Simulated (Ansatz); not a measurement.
Consider Na3WO4Cl (P4/nmm).

```xyz
18
Lattice="7.5181 0.0000 0.0000 0.0000 7.5181 0.0000 0.0000 0.0000 5.3600" Properties=species:S:1:pos:R:3 pbc="T T T"
Na    3.7590    0.0000    1.9210
Na    0.0000    3.7590    3.4390
Na    5.6386    1.8795    0.0000
Na    1.8795    1.8795    0.0000
Na    1.8795    5.6386    0.0000
Na    5.6386    5.6386    0.0000
W     0.0000    0.0000    2.6800
W     3.7590    3.7590    2.6800
Cl    3.7590    0.0000    4.5131
Cl    0.0000    3.7590    0.8469
O     6.0850    0.0000    1.6020
O     3.7590    2.3260    1.6020
O     1.4331    0.0000    1.6020
O     3.7590    5.1921    1.6020
O     2.3260    3.7590    3.7580
O     0.0000    1.4331    3.7580
O     5.1921    3.7590    3.7580
O     0.0000    6.0850    3.7580
```

Geometry: measured cell, ions relaxed with PBE. The runs that relaxed it are not among those shown. Spin-orbit coupling is left out unless a run names it.

Gaps computed with Ansatz 0.2.0 without a self-energy: LDA 4.42 eV, PBE 4.67 eV, PBE+SOC 4.66 eV, HSE06 6.19 eV and DDH-PBE0 8.18 eV. The mean ε∞ by PBE perturbation theory is 2.61.

Estimate the G0W0@PBE gap with 2×2×4 mesh, 1019 empty bands, screening to 130 eV, PAW set soft_1 files.

About 6.83 eV: on its mesh the run moves the gap from 4.67 eV by +2.17 eV. Among the scalar-relativistic levels given, HSE06 is nearest (−0.64 eV). One-shot corrections scale roughly with one over ε∞, here 0.38. Bands and cutoff are finite, so the gap is not at the basis limit. The miss can reach some tenths of an eV and take either sign; the mesh is an error of its own. The 2×2×4 mesh is coarse for this cell (its supercell is 15 Å along the shortest edge). The RPA ε∞ on it, from the PBE start, is 2.47; such meshes misread the long-range screening, most where the gap is narrow. The many-body steps are scalar-relativistic: spin-orbit coupling is not in them.

[Paths, hosts, dates, memory and timing lines, banners, echoed tables and standing remarks are left out of the program output.]

[Logs are printed without paths, hosts, clocks, repeated set-up lines and the standing remarks that a program may print on its own settings, such as how far it seeks lower states.]

[Runs of the session that timed out or met a known fault of the program may be left out.]

[Cells called generated may have been cut or substituted from an entry of the Crystallography Open Database or the Materials Project.]

[Hosts, paths, dates, database ids (printed as entryN), source tags and the programs' standing remarks are cut or masked in the printed files.]
